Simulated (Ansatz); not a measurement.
# The valence band of K2CdSe2O6 as photoemission sees it, part 2 of 3

Wanted: projected DOS of K2CdSe2O6, weighted into photoemission and X-ray emission spectra, at several levels of theory.

Ansatz 0.2.0; DFT, PBEsol, plane-wave PAW, default files, scalar-relativistic (the session's first sound run).

So far. Step 2 (The base run): At this level the gap is 3.72 eV on the path.

### 3. With spin–orbit coupling

This step: DFT, PBEsol, plane-wave PAW, default files, with spin-orbit coupling (Ansatz 0.2.0).

Spin–orbit coupling splits and shifts levels of heavy atoms, so the bands are solved again with spinors.

Input file input.yaml:

```yaml
crystal:
  lattice:
    - [2.84875, 1.6447265794, 6.3162]
    - [-2.84875, 1.6447265794, 6.3162]
    - [0.0, -3.2894531587, 6.3162]
  atoms:
    - { symbol: Cd, position: [0.0, 0.0, 0.0] }
    - { symbol: Se, position: [0.3760333333, 0.3760333333, 0.3760333333] }
    - { symbol: Se, position: [0.6239666667, 0.6239666667, 0.6239666667] }
    - { symbol: K, position: [0.1960733333, 0.1960733333, 0.1960733333] }
    - { symbol: K, position: [0.8039266667, 0.8039266667, 0.8039266667] }
    - { symbol: O, position: [0.25804, 0.25804, 0.72374] }
    - { symbol: O, position: [0.72374, 0.25804, 0.25804] }
    - { symbol: O, position: [0.25804, 0.72374, 0.25804] }
    - { symbol: O, position: [0.27626, 0.74196, 0.74196] }
    - { symbol: O, position: [0.74196, 0.74196, 0.27626] }
    - { symbol: O, position: [0.74196, 0.27626, 0.74196] }
kpoints:
  mp_grid: { grid: [6, 6, 6] }
  band_path:
    path:
      - [[0.0, 0.0, 0.0], [0.5, 0.5, 0.5], [0.788129, 0.211871, 0.5]]
      - [[0.5, -0.211871, 0.211871], [0.5, 0.0, 0.0], [0.0, 0.0, 0.0], [0.355936, -0.355936, 0.0]]
      - [[0.644064, 0.0, 0.355936], [0.5, 0.0, 0.5], [0.0, 0.0, 0.0]]
    npoints: 12
scf:
  occupations: { method: fermi_dirac, width: 0.02 }
  n_extra_bands: 52
hamiltonian:
  xc: pbesol
  pseudopotentials: { kind: paw_fr }
output:
  forces: true
  stress: true
  dos:
    projected: true
    de: 0.05
    e_range: [-30, 12]
    nscf_kmesh: { grid: [8, 8, 8] }
    method: { smearing: { sigma: 0.08, scheme: gaussian } }
  fatbands: true
magnetization:
  noncollinear: true
  spin_orbit: true
```

Command:

```sh
$ ansatz run input.yaml --threads 2 --pin off --max-ram 6144MiB --backend cpu --events-out ev --progress --plain --runs-dir out
```

Run time: 16 min. Hardware: 2 threads of Arm Neoverse V2, shared host; peak memory 2.6 GiB; 32 min of CPU time.

Numbers from this step:

| Item | Value |
| --- | --- |
| free energy | -25431.7681 eV |
| Fermi energy | 7.542 eV |
| pressure | 1.732 GPa |
| gap on the k-mesh | 3.720 eV |
| gap on the path | 3.718 eV |
| least direct gap on the path | 4.060 eV |

The electronic bands at the labelled points (eV, zero at the valence-band maximum; v1 is the highest filled band, c1 the lowest empty one):

| point | v4 | v3 | v2 | v1 | c1 | c2 | c3 | c4 |
| --- | --- | --- | --- | --- | --- | --- | --- | --- |
| Γ | -0.36 | -0.36 | -0.34 | -0.34 | 3.72 | 3.72 | 4.66 | 4.66 |
| halfway | -0.36 | -0.36 | -0.31 | -0.31 | 3.87 | 3.87 | 4.74 | 4.74 |
| T | -0.39 | -0.39 | -0.27 | -0.27 | 4.08 | 4.08 | 4.66 | 4.66 |
| halfway | -0.45 | -0.45 | -0.16 | -0.16 | 4.48 | 4.48 | 4.94 | 4.94 |
| H2 | -0.36 | -0.36 | -0.01 | -0.01 | 4.35 | 4.35 | 5.39 | 5.39 |
| jump to H0 | -0.36 | -0.36 | -0.01 | -0.01 | 4.35 | 4.35 | 5.39 | 5.39 |
| halfway | -0.41 | -0.41 | 0.00 | 0.00 | 4.33 | 4.33 | 5.25 | 5.25 |
| L | -0.37 | -0.37 | -0.02 | -0.02 | 4.51 | 4.51 | 4.75 | 4.75 |
| halfway | -0.37 | -0.37 | -0.14 | -0.14 | 4.23 | 4.23 | 4.69 | 4.69 |
| Γ | -0.36 | -0.36 | -0.34 | -0.34 | 3.72 | 3.72 | 4.66 | 4.66 |
| halfway | -0.48 | -0.48 | -0.10 | -0.10 | 4.27 | 4.27 | 4.80 | 4.80 |
| S0 | -0.37 | -0.37 | 0.00 | 0.00 | 4.33 | 4.33 | 5.45 | 5.45 |
| jump to S2 | -0.37 | -0.37 | 0.00 | 0.00 | 4.33 | 4.33 | 5.45 | 5.45 |
| halfway | -0.36 | -0.36 | -0.04 | -0.04 | 4.39 | 4.39 | 5.12 | 5.12 |
| F | -0.30 | -0.30 | -0.08 | -0.08 | 4.46 | 4.46 | 4.92 | 4.92 |
| halfway | -0.34 | -0.34 | -0.17 | -0.17 | 4.25 | 4.25 | 4.75 | 4.75 |
| Γ | -0.36 | -0.36 | -0.34 | -0.34 | 3.72 | 3.72 | 4.66 | 4.66 |

Of the projections kept (Cd s, Cd d, Se s, Se p, K s, K p, O s, O p, not projected), the largest for each band there; the rest of the weight can lie on other orbitals:

| point | v4 | v3 | v2 | v1 | c1 | c2 | c3 | c4 |
| --- | --- | --- | --- | --- | --- | --- | --- | --- |
| Γ | O p 0.74 | O p 0.74 | O p 0.99 | O p 0.99 | Cd s 0.47 | Cd s 0.47 | Se p 0.48 | Se p 0.48 |
| T | O p 0.99 | O p 0.99 | O p 0.68 | O p 0.68 | Cd s 0.56 | Cd s 0.56 | K s 0.26 | K s 0.26 |
| H2 | O p 0.71 | O p 0.71 | O p 0.75 | O p 0.75 | Se p 0.35 | Se p 0.35 | Se p 0.45 | Se p 0.45 |
| H0 | O p 0.71 | O p 0.71 | O p 0.75 | O p 0.75 | Se p 0.35 | Se p 0.35 | Se p 0.45 | Se p 0.45 |
| L | O p 0.89 | O p 0.89 | O p 0.75 | O p 0.75 | Se p 0.28 | Se p 0.28 | Se p 0.47 | Se p 0.47 |
| Γ | O p 0.74 | O p 0.74 | O p 0.99 | O p 0.99 | Cd s 0.47 | Cd s 0.47 | Se p 0.48 | Se p 0.48 |

The DOS has structure finer than the step of the table below, so its rows give means over 2 eV, whole bins alone (the curve runs from -28.1 to 12.8 eV). Peaks (eV: height): total -27.8: 22.8, -20.1: 18.9, -17.3: 34.5, -11.2: 20.4; O 2p -4.8: 7.96, -1.9: 17.1, -0.7: 15.3, -0.5: 13.8; K 3p -11.7: 17.7, -11.2: 20.1; Cd 4d -6.6: 12.9, -5.9: 11.9; Se 4p -17.3: 5.34, -4.8: 3.18, 4.8: 2.81, 6.2: 2.62.

* holds the states left over by the projection beside any projected weight of its own, shared among the starred shells. The DOS by E, zero at the valence-band maximum; means over each step; 7 of 12 lines; values in states/eV/cell:

| E (eV) | total | O 2p | K 3p | Cd 4d | Se 4p | O 2s | Se 4s |
| --- | --- | --- | --- | --- | --- | --- | --- |
| -22 | 0 | 0 | 0 | 0 | 0 | 0 | 0 |
| -20 | 2.00 | 0.156 | 0.00136 | 0.00332 | 0.0681 | 1.04 | 0.653 |
| -18 | 4.00 | 0.0719 | 0.00692 | 0.0156 | 0.619 | 3.21 | 8.9e-4 |
| -16 | 7.6e-4 | 0 | 0 | 0 | 1.2e-4 | 6.2e-4 | 0 |
| -14 | 0 | 0 | 0 | 0 | 0 | 0 | 0 |
| -12 | 5.94 | 0.0877 | 5.75 | 0.00234 | 0.0168 | 0.0281 | 0.0378 |
| -10 | 2.06 | 0.418 | 0.166 | 0.0472 | 0.0643 | 0.657 | 0.674 |
| -8 | 0 | 0 | 0 | 0 | 0 | 0 | 0 |
| -6 | 6.52 | 1.49 | 0 | 4.07 | 0.649 | 0.111 | 0.0453 |
| -4 | 4.64 | 2.47 | 0 | 0.595 | 1.02 | 0.360 | 0.0307 |
| -2 | 6.55 | 5.93 | 0 | 0.104 | 0.140 | 0.0497 | 0.00669 |
| 0 | 5.28 | 4.48 | 0 | 0.156 | 0.261 | 0.00683 | 0.181 |
| 2 | 0 | 0 | 0 | 0 | 0 | 0 | 0 |
| 4 | 1.91 | 0.514 | 0 | 4.2e-4 | 0.709 | 0.158 | 0.00555 |
| 6 | 4.13 | 1.08 | 0 | 0.00338 | 1.43 | 0.214 | 0.205 |
| 8 | 5.31 | 0.504 | 0 | 0.00156 | 0.481 | 0.0621 | 0.104 |
| 10 | 8.10 | 0.315 | 0 | 0.00119 | 0.241 | 0.0280 | 0.0258 |

Simulated valence spectra by photon energy, shown to 13 eV, since a deeper line would dwarf them at some energies; the 100 % can be that line's tail at the edge; this run's widths, added to any smearing of the DOS itself: Gaussian 0.15 eV, Lorentzian 0.2 eV. Table of intensity by binding energy, zero at the valence-band maximum; values in % of the maximum within 13 eV:

| binding energy (eV) | 21.2 eV | 100 eV | 1486.7 eV | 2984.3 eV | 8047.8 eV |
| --- | --- | --- | --- | --- | --- |
| -1.0 | 1.85 | 1.84 | 0.346 | 0.422 | 0.453 |
| -0.5 | 4.28 | 4.18 | 0.731 | 0.957 | 1.17 |
| 0.0 | 34.6 | 32.6 | 6.10 | 9.05 | 13.1 |
| 0.5 | 95.1 | 94.2 | 12.6 | 15.4 | 17.2 |
| 1.0 | 47.2 | 47.3 | 4.68 | 4.93 | 4.12 |
| 1.5 | 55.2 | 55.8 | 3.97 | 3.87 | 2.90 |
| 2.0 | 89.4 | 91.1 | 5.65 | 5.33 | 3.90 |
| 2.5 | 34.5 | 35.0 | 3.31 | 3.62 | 3.43 |
| 3.0 | 16.3 | 16.2 | 3.20 | 3.95 | 4.37 |
| 3.5 | 10.2 | 8.71 | 4.44 | 5.10 | 4.08 |
| 4.0 | 25.3 | 20.6 | 13.1 | 15.1 | 11.5 |
| 4.5 | 53.7 | 47.7 | 24.3 | 27.4 | 19.9 |
| 5.0 | 47.7 | 41.6 | 26.8 | 29.8 | 21.6 |
| 5.5 | 26.3 | 22.7 | 25.1 | 26.7 | 17.3 |
| 6.0 | 35.0 | 41.7 | 95.2 | 95.1 | 49.8 |
| 6.5 | 23.3 | 30.7 | 78.8 | 78.0 | 39.4 |
| 7.0 | 4.46 | 5.69 | 12.9 | 12.8 | 6.72 |
| 7.5 | 1.32 | 1.81 | 3.03 | 3.11 | 1.88 |
| 8.0 | 0.763 | 1.30 | 1.68 | 1.81 | 1.36 |
| 8.5 | 0.527 | 1.36 | 1.41 | 1.66 | 1.63 |
| 9.0 | - | 2.26 | 1.98 | 2.68 | 3.46 |
| 9.5 | - | 16.1 | 13.1 | 20.6 | 32.2 |
| 10.0 | - | 23.9 | 19.3 | 30.4 | 47.9 |
| 10.5 | - | 5.14 | 3.93 | 4.52 | 4.89 |
| 11.0 | - | 31.8 | 23.0 | 20.1 | 11.0 |
| 11.5 | - | 76.5 | 54.9 | 48.0 | 26.4 |
| 12.0 | - | 10.5 | 7.56 | 6.75 | 3.96 |
| 12.5 | - | 2.37 | 1.74 | 1.63 | 1.10 |

Maxima picked by a test of local sharpness, so broad peaks and shoulders can be missing; peaks within 0.45 eV of a curve's cut are left out. Valence peaks, by row, the first 40 of 49 rows:

| photon energy (eV) | binding energy (eV) | height (% of the maximum within 13 eV) | main shell | its share (%) |
| --- | --- | --- | --- | --- |
| 21.2 | 6.602 | 26.64 | O 2p | 42.67 |
| 21.2 | 5.902 | 36.5 | O 2p | 45.85 |
| 21.2 | 4.752 | 71.38 | O 2p | 66.68 |
| 21.2 | 3.852 | 26.48 | O 2p | 59.6 |
| 21.2 | 1.902 | 96.99 | O 2p | 97.71 |
| 21.2 | 0.6022 | 100 | O 2p | 94.75 |
| 100 | 20.1 | 56.48 | O 2s | 77.12 |
| 100 | 17.3 | 131.8 | O 2s | 96.72 |
| 100 | 11.35 | 80.35 | K 3p | 95.89 |
| 100 | 9.752 | 48.8 | O 2s | 50.48 |
| 100 | 6.602 | 35.13 | Cd 4d | 63.12 |
| 100 | 5.952 | 43.36 | Cd 4d | 54.94 |
| 100 | 4.752 | 62.06 | O 2p | 78.83 |
| 100 | 3.902 | 21.12 | O 2p | 76.95 |
| 100 | 1.902 | 98.69 | O 2p | 98.69 |
| 100 | 0.6522 | 100 | O 2p | 97.91 |
| 1487 | 20.1 | 48.32 | O 2s | 56.12 |
| 1487 | 17.3 | 90.52 | O 2s | 87.7 |
| 1487 | 11.35 | 57.83 | K 3p | 96.92 |
| 1487 | 9.752 | 39.45 | Se 4s | 45.28 |
| 1487 | 6.602 | 91.09 | Cd 4d | 96.46 |
| 1487 | 5.902 | 100 | Cd 4d | 94.37 |
| 1487 | 4.802 | 31.82 | Cd 4d | 54.61 |
| 1487 | 3.902 | 13.85 | Cd 4d | 56.02 |
| 1487 | 2.752 | 4.165 | Cd 4d | 36.63 |
| 1487 | 1.902 | 5.84 | O 2p | 38.57 |
| 1487 | 0.4522 | 13.15 | Cd 4d | 44.23 |
| 2984 | 20.1 | 76.87 | Se 4s | 53.93 |
| 2984 | 17.3 | 111.7 | O 2s | 86.26 |
| 2984 | 11.35 | 50.29 | K 3p | 94.43 |
| 2984 | 9.752 | 63.03 | Se 4s | 60.6 |
| 2984 | 6.602 | 90.16 | Cd 4d | 94.96 |
| 2984 | 5.902 | 100 | Cd 4d | 91.95 |
| 2984 | 4.752 | 36 | Cd 4d | 45.28 |
| 2984 | 3.902 | 15.92 | Cd 4d | 47.51 |
| 2984 | 2.802 | 5.049 | Cd 4d | 29.59 |
| 2984 | 1.952 | 5.472 | Cd 4d | 39.96 |
| 2984 | 0.4522 | 16.27 | Se 4s | 36 |
| 8048 | 20.1 | 118.8 | Se 4s | 72.09 |
| 8048 | 17.3 | 103.2 | O 2s | 86.66 |

Spectra as before, but with a recipe of its own (widths, and in some runs the light), which changes peak heights and what is resolved: Gaussian 0.15 eV, Lorentzian 0.2 eV plus 0 times the binding energy, linear light, analyser at 0°, Fermi edge at 77 K; some photon energies differ too.

The two runs compared:

| quantity | this run | base run | difference |
| --- | --- | --- | --- |
| gap on the path (eV) | 3.7183 | 3.7219 | -0.00360 |
| least direct gap on the path (eV) | 4.0602 | 4.0645 | -0.00430 |
| gap on the k-mesh (eV) | 3.7197 | 3.7233 | -0.00354 |

### 4. With r²SCAN

This step: DFT, r2SCAN, plane-wave PAW, default files, scalar-relativistic (Ansatz 0.2.0).

The run is repeated with r²SCAN on the same cell, to see how much the levels hang on the functional.

input.yaml, as its differences from that of step 3:

```diff
@@ -27,6 +27,6 @@
   occupations: { method: fermi_dirac, width: 0.02 }
-  n_extra_bands: 52
+  n_extra_bands: 26
 hamiltonian:
-  xc: pbesol
-  pseudopotentials: { kind: paw_fr }
+  xc: r2scan
+  pseudopotentials: { kind: paw }
 output:
@@ -39,6 +39,2 @@
     nscf_kmesh: { grid: [8, 8, 8] }
-    method: { smearing: { sigma: 0.08, scheme: gaussian } }
   fatbands: true
-magnetization:
-  noncollinear: true
-  spin_orbit: true
```

The job ended after 98 s (2 threads; peak memory 1.4 GiB; 3.2 min of CPU time).

Numbers from this step:

```
free energy                                    : -25720.8116 eV
Fermi energy                                   : 7.654 eV
pressure                                       : 1.073 GPa
gap on the k-mesh                              : 4.457 eV
share of occupied states in no projected shell : 0.0098 of the occupied states in the window
gap on the path                                : 4.455 eV
least direct gap on the path                   : 4.781 eV
valence top on path                            : 0.0016 eV
```

The electronic bands at the labelled points (eV, zero at the valence-band maximum; v1 is the highest filled band, c1 the lowest empty one):

| point | v4 | v3 | v2 | v1 | c1 | c2 | c3 | c4 |
| --- | --- | --- | --- | --- | --- | --- | --- | --- |
| Γ | -0.44 | -0.44 | -0.42 | -0.35 | 4.46 | 5.16 | 5.16 | 6.03 |
| halfway | -0.49 | -0.49 | -0.44 | -0.30 | 4.61 | 5.25 | 5.25 | 5.73 |
| T | -0.54 | -0.54 | -0.47 | -0.24 | 4.82 | 5.34 | 5.34 | 5.38 |
| halfway | -0.67 | -0.56 | -0.45 | -0.15 | 5.05 | 5.43 | 5.67 | 6.18 |
| H2 | -0.86 | -0.79 | -0.35 | -0.01 | 4.83 | 5.91 | 6.26 | 7.10 |
| jump to H0 | -0.86 | -0.79 | -0.35 | -0.01 | 4.83 | 5.91 | 6.26 | 7.10 |
| halfway | -0.83 | -0.74 | -0.40 | 0.00 | 4.81 | 5.77 | 6.16 | 7.10 |
| L | -0.78 | -0.46 | -0.43 | -0.02 | 5.04 | 5.22 | 6.11 | 7.06 |
| halfway | -0.66 | -0.62 | -0.43 | -0.14 | 4.84 | 5.17 | 5.45 | 6.60 |
| Γ | -0.44 | -0.44 | -0.42 | -0.35 | 4.46 | 5.16 | 5.16 | 6.03 |
| halfway | -0.71 | -0.58 | -0.53 | -0.10 | 4.80 | 5.30 | 5.63 | 6.86 |
| S0 | -0.87 | -0.81 | -0.36 | -0.01 | 4.80 | 5.98 | 6.21 | 7.13 |
| jump to S2 | -0.87 | -0.81 | -0.36 | -0.01 | 4.80 | 5.98 | 6.21 | 7.13 |
| halfway | -0.83 | -0.54 | -0.35 | -0.04 | 4.88 | 5.62 | 6.25 | 7.04 |
| F | -0.79 | -0.37 | -0.36 | -0.07 | 4.98 | 5.38 | 6.18 | 7.00 |
| halfway | -0.64 | -0.57 | -0.40 | -0.16 | 4.85 | 5.22 | 5.47 | 6.49 |
| Γ | -0.44 | -0.44 | -0.42 | -0.35 | 4.46 | 5.16 | 5.16 | 6.03 |

Of the projections kept (Cd s, Cd d, Se s, Se p, K s, K p, O s, O p, not projected), the largest for each band there; the rest of the weight can lie on other orbitals:

| point | v4 | v3 | v2 | v1 | c1 | c2 | c3 | c4 |
| --- | --- | --- | --- | --- | --- | --- | --- | --- |
| Γ | O p 0.88 | O p 0.88 | O p 0.99 | O p 0.73 | Cd s 0.48 | Se p 0.50 | Se p 0.50 | Se p 0.33 |
| T | O p 0.87 | O p 0.87 | O p 0.99 | O p 0.68 | Cd s 0.57 | Se p 0.52 | Se p 0.52 | K s 0.26 |
| H2 | O p 0.96 | O p 0.91 | O p 0.71 | O p 0.74 | Se p 0.38 | Se p 0.47 | Se p 0.43 | Cd s 0.46 |
| H0 | O p 0.96 | O p 0.91 | O p 0.71 | O p 0.74 | Se p 0.38 | Se p 0.47 | Se p 0.43 | Cd s 0.46 |
| L | O p 0.99 | O p 0.68 | O p 0.90 | O p 0.75 | Se p 0.31 | Se p 0.49 | Se p 0.44 | Cd s 0.31 |
| Γ | O p 0.88 | O p 0.88 | O p 0.99 | O p 0.73 | Cd s 0.48 | Se p 0.50 | Se p 0.50 | Se p 0.33 |

The DOS has structure finer than the step of the table below, so its rows give means over 2 eV, whole bins alone (the curve runs from -22.7 to 13.8 eV). Peaks (eV: height): total -18.4: 54.0, -11.9: 37.5, -11.6: 26.0, -6.6: 26.4; O 2p -2.2: 11.6, -1.9: 20.0, -0.8: 20.0, -0.5: 13.5; K 3p -11.9: 36.1, -11.6: 25.8; Cd 4d -6.6: 19.5, -6.2: 22.5; Se 4p -18.4: 8.00, -4.8: 4.03, 4.9: 2.74, 5.4: 2.82.

* holds the states left over by the projection beside any projected weight of its own, shared among the starred shells. Table of DOS by E, zero at the valence-band maximum; means over each step; 7 of 11 lines; values in states/eV/cell:

| E (eV) | total | O 2p | K 3p | Cd 4d | Se 4p | O 2s | Se 4s |
| --- | --- | --- | --- | --- | --- | --- | --- |
| -20 | 0.271 | 0.0185 | 1.3e-4 | 6.6e-4 | 0.0104 | 0.154 | 0.0826 |
| -18 | 4.00 | 0.0631 | 0.00557 | 0.0143 | 0.590 | 3.26 | 8.0e-4 |
| -16 | 0 | 0 | 0 | 0 | 0 | 0 | 0 |
| -14 | 0 | 0 | 0 | 0 | 0 | 0 | 0 |
| -12 | 6.00 | 0.0832 | 5.82 | 0.00196 | 0.0158 | 0.0242 | 0.0381 |
| -10 | 2.00 | 0.440 | 0.0917 | 0.0407 | 0.0665 | 0.607 | 0.715 |
| -8 | 0 | 0 | 0 | 0 | 0 | 0 | 0 |
| -6 | 7.04 | 1.72 | 0 | 4.27 | 0.728 | 0.129 | 0.0428 |
| -4 | 4.10 | 2.26 | 0 | 0.428 | 0.955 | 0.306 | 0.0275 |
| -2 | 6.66 | 6.09 | 0 | 0.0952 | 0.122 | 0.0427 | 0.00584 |
| 0 | 5.20 | 4.42 | 0 | 0.143 | 0.268 | 0.00560 | 0.176 |
| 2 | 0 | 0 | 0 | 0 | 0 | 0 | 0 |
| 4 | 0.851 | 0.200 | 0 | 2.0e-4 | 0.280 | 0.0892 | 0.00124 |
| 6 | 3.47 | 0.898 | 0 | 0.00119 | 1.37 | 0.203 | 0.0970 |
| 8 | 3.90 | 0.828 | 0 | 0.00259 | 0.925 | 0.121 | 0.220 |
| 10 | 8.02 | 0.309 | 0 | 0.00119 | 0.251 | 0.0306 | 0.0303 |
| 12 | 6.34 | 0.126 | 0 | 2.7e-4 | 0.0900 | 0.0124 | 0.0156 |

This run's widths, added to any smearing of the DOS itself: Gaussian 0.35 eV, Lorentzian 0.2 eV plus 0.05 an eV of depth. Intensity against binding energy, zero at the valence-band maximum; values in % of the maximum within 13 eV:

| binding energy (eV) | 21.2 eV | 60 eV | 1253.6 eV | 1486.7 eV | 9251.7 eV |
| --- | --- | --- | --- | --- | --- |
| 0 | 36.9 | 20.7 | 6.13 | 6.29 | 21.6 |
| 2 | 92.9 | 54.0 | 7.21 | 6.73 | 7.53 |
| 4 | 26.3 | 18.3 | 13.0 | 13.2 | 21.7 |
| 6 | 31.2 | 63.7 | 62.6 | 62.7 | 65.9 |
| 8 | 2.55 | 5.02 | 5.31 | 5.33 | 7.28 |
| 10 | - | 8.40 | 14.1 | 14.8 | 61.0 |
| 12 | - | 9.83 | 35.5 | 34.4 | 38.3 |
| 14 | - | 0.923 | 2.26 | 2.23 | 3.46 |
| 16 | - | 0.899 | 1.86 | 1.87 | 3.78 |
| 18 | - | 6.86 | 14.5 | 14.7 | 30.1 |
| 20 | - | 2.45 | 5.30 | 5.46 | 16.8 |
| 22 | - | 1.76 | 3.89 | 4.07 | 15.9 |

Maxima picked by a test of local sharpness, so broad peaks and shoulders can be missing; peaks within 0.45 eV of a curve's cut are left out. Valence peaks, by row:

| photon energy (eV) | binding energy (eV) | height (% of the maximum within 13 eV) | main shell | its share (%) |
| --- | --- | --- | --- | --- |
| 21.2 | 6.383 | 41.39 | Cd 4d | 57.51 |
| 21.2 | 4.883 | 59.69 | O 2p | 72.17 |
| 21.2 | 1.983 | 93.63 | O 2p | 98.08 |
| 21.2 | 0.683 | 100 | O 2p | 96.02 |
| 60 | 21.08 | 4.535 | O 2s | 70.78 |
| 60 | 18.43 | 10.16 | O 2s | 90.03 |
| 60 | 11.83 | 10.74 | K 3p | 83.33 |
| 60 | 10.18 | 9.602 | O 2p | 42.65 |
| 60 | 6.383 | 100 | Cd 4d | 91.59 |
| 60 | 4.883 | 41.64 | O 2p | 58.59 |
| 60 | 1.983 | 54.4 | O 2p | 95.52 |
| 60 | 0.683 | 59.21 | O 2p | 91.76 |
| 1254 | 21.08 | 10.19 | O 2s | 63.51 |
| 1254 | 18.43 | 21.48 | O 2s | 85.86 |
| 1254 | 11.83 | 38.91 | K 3p | 95.16 |
| 1254 | 10.23 | 16.52 | Se 4s | 34.9 |
| 1254 | 6.383 | 100 | Cd 4d | 96.38 |
| 1254 | 4.933 | 27.52 | Cd 4d | 59.5 |
| 1254 | 1.983 | 7.237 | O 2p | 52.04 |
| 1254 | 0.533 | 12.6 | Cd 4d | 42.49 |
| 1487 | 21.08 | 10.7 | O 2s | 60.72 |
| 1487 | 18.43 | 21.76 | O 2s | 85.08 |
| 1487 | 11.83 | 37.76 | K 3p | 94.76 |
| 1487 | 10.23 | 17.28 | Se 4s | 38.38 |
| 1487 | 6.383 | 100 | Cd 4d | 96.26 |
| 1487 | 4.933 | 27.8 | Cd 4d | 58.84 |
| 1487 | 1.983 | 6.757 | O 2p | 47.53 |
| 1487 | 0.533 | 12.43 | Cd 4d | 42.99 |
| 9252 | 21.08 | 43.44 | Se 4s | 67.76 |
| 9252 | 18.48 | 44.76 | O 2s | 78.9 |
| 9252 | 11.83 | 41.92 | K 3p | 81.22 |
| 9252 | 10.18 | 71.2 | Se 4s | 77.95 |
| 9252 | 6.383 | 100 | Cd 4d | 89.42 |
| 9252 | 4.933 | 42.74 | Se 4p | 39.51 |
| 9252 | 2.833 | 9.234 | Cd 5s | 36.51 |
| 9252 | 2.033 | 7.549 | Cd 4d | 28.66 |
| 9252 | 0.383 | 29.48 | Se 4s | 60.8 |

Spectra as before, but with a recipe of its own (widths, and in some runs the light), which changes peak heights and what is resolved: Gaussian 0.35 eV, Lorentzian 0.2 eV plus 0.05 times the binding energy, unpolarised light, analyser at 54.7°, Fermi edge at 300 K; some photon energies differ too.

The two runs compared:

| quantity | this run | base run | difference |
| --- | --- | --- | --- |
| gap on the path (eV) | 4.4552 | 3.7219 | 0.733 |
| least direct gap on the path (eV) | 4.7811 | 4.0645 | 0.717 |
| gap on the k-mesh (eV) | 4.4569 | 3.7233 | 0.734 |

The two runs differ clearly in the gap on the k-mesh: 4.46 eV against 3.72 eV.

At this level the gap is 4.46 eV on the path.

[end of part 2 of 3]

[Logs are printed without paths, hosts, clocks, repeated set-up lines and the standing remarks that a program may print on its own settings, such as how far it seeks lower states.]

[Hosts, paths, dates, database ids (printed as entryN), source tags and the programs' standing remarks are cut or masked in the printed files.]

[Maps of the electrostatic potential energy from Ansatz leave out the sawtooth potential of an applied field or a dipole correction, so their vacuum need not be flat; work functions include it.]

[Peak lists hold at most the 14 tallest peaks of each spectrum; further lines can be left out.]
